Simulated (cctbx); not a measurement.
# Occupancies in EuMoS3

Cell a = 7.0650 Å, b = 9.6950 Å, c = 6.9340 Å, α = 90.00°, β = 90.00°, γ = 90.00°; space group Pnma (no. 62); nominal formula EuMoS3.

The data are simulated with cctbx, not measured: Mo Kα, λ = 0.71073 Å, to d = 0.8 Å, 80 % of the full sphere, strongest reflection 20000 counts, noise from counting, a 1.5 % proportional error and a noise floor of 15 counts (s.d.); no absorption.

With every site full:

```text
Rint 0.033, 516 unique reflections to 0.80 A
cycle     R1     wR2    GooF  max shift (A)
   1  0.0926  0.1960   7.043   0.00552
   2  0.0300  0.0467   1.679   0.00009
final R1 0.0300 wR2 0.0467 GooF 1.679  parameters 27  data/parameter 19.1
atom        x        y        z      Ueq    occ   su(xyz)  su(Uiso or U11)
Eu1    0.98929  0.75000  0.00564   0.0259  1.000  0.00010  0.0003
Mo2    0.00000  0.50000  0.50000   0.0122  1.000  0.00000  0.0004
S1     0.51559  0.75000  0.93053   0.0252  1.000  0.00051  0.0015
S2     0.27302  0.46113  0.73742   0.0279  1.000  0.00045  0.0011
difference map: max 1.80 min -1.56 rms 0.39
Q1    0.0254  0.0208  0.4238    8    1.82  0.59 A from Mo2
Q2    0.0175  0.0467  0.5452    8    1.74  0.56 A from Mo2
Q3    0.1908  0.2500  0.3237    4    1.42  1.64 A from S1
Q4    0.1723  0.6786  0.8374    8    1.42  1.87 A from Eu1
Q5    0.0556  0.5200  0.5278    8    1.38  0.48 A from Mo2
Q6    0.2435  0.6697  0.1789    8    1.24  1.34 A from S2
```

With the occupancies of the suspect sites free, each still typed as its main element:

```text
Rint 0.033, 516 unique reflections to 0.80 A
cycle     R1     wR2    GooF  max shift (A)
   1  0.1173  0.2388   8.601   0.00222
   3  0.0189  0.0271   0.975   0.00003
final R1 0.0188 wR2 0.0271 GooF 0.974  parameters 29  data/parameter 17.8
atom        x        y        z      Ueq    occ   su(xyz)  su(Uiso or U11)
Eu1    0.98938  0.75000  0.00563   0.0232  0.961  0.00006  0.0002
Mo2    0.00000  0.50000  0.50000   0.0169  1.068  0.00000  0.0003
S1     0.51558  0.75000  0.93020   0.0259  1.000  0.00030  0.0009
S2     0.27300  0.46135  0.73760   0.0285  1.000  0.00026  0.0007
su of occupancy Eu1: 0.005
su of occupancy Mo2: 0.005
difference map: max 1.35 min -1.18 rms 0.32
Q1    0.1702  0.6801  0.8376    8    1.36  1.86 A from Eu1
Q2    0.1960  0.2500  0.3280    4    1.34  1.65 A from S1
Q3    0.1133  0.6973  0.4793    8    1.20  1.06 A from S1
Q4    0.2387  0.6753  0.1826    8    1.15  1.38 A from S2
Q5    0.2025  0.6369  0.0142    8    1.13  1.83 A from S2
Q6    0.1206  0.7500  0.0697    4    1.12  1.03 A from Eu1
```

**Question.** What is the disorder?

X-rays count electrons. Eu1 refines to 0.961(0.005), or 60.5 electrons; the site truly holds 0.9 Eu and 0.1 Mo, 60.9 electrons, which is 0.967 of Eu; Mo2 refines to 1.068(0.005), or 44.9 electrons; the site truly holds 0.9 Mo and 0.1 Eu, 44.1 electrons, which is 1.050 of Mo. A value under 1 can't tell vacancies from a lighter guest, and one over 1 needs a heavier guest; chemistry or a second radiation must settle which. Occupancy correlates with U and the scale, and the two elements' form factors differ in shape, so the match is approximate.

Freeing them takes R1 from 0.0300 to 0.0188 and GooF from 1.68 to 0.97.

The model is made up (kin elements in a known structure type, no relaxation), so it says nothing on whether the phase exists.

[Middle refinement cycles are left out of these outputs.]

[Logs are printed without paths, hosts, clocks, repeated set-up lines and the standing remarks that a program may print on its own settings, such as how far it seeks lower states.]
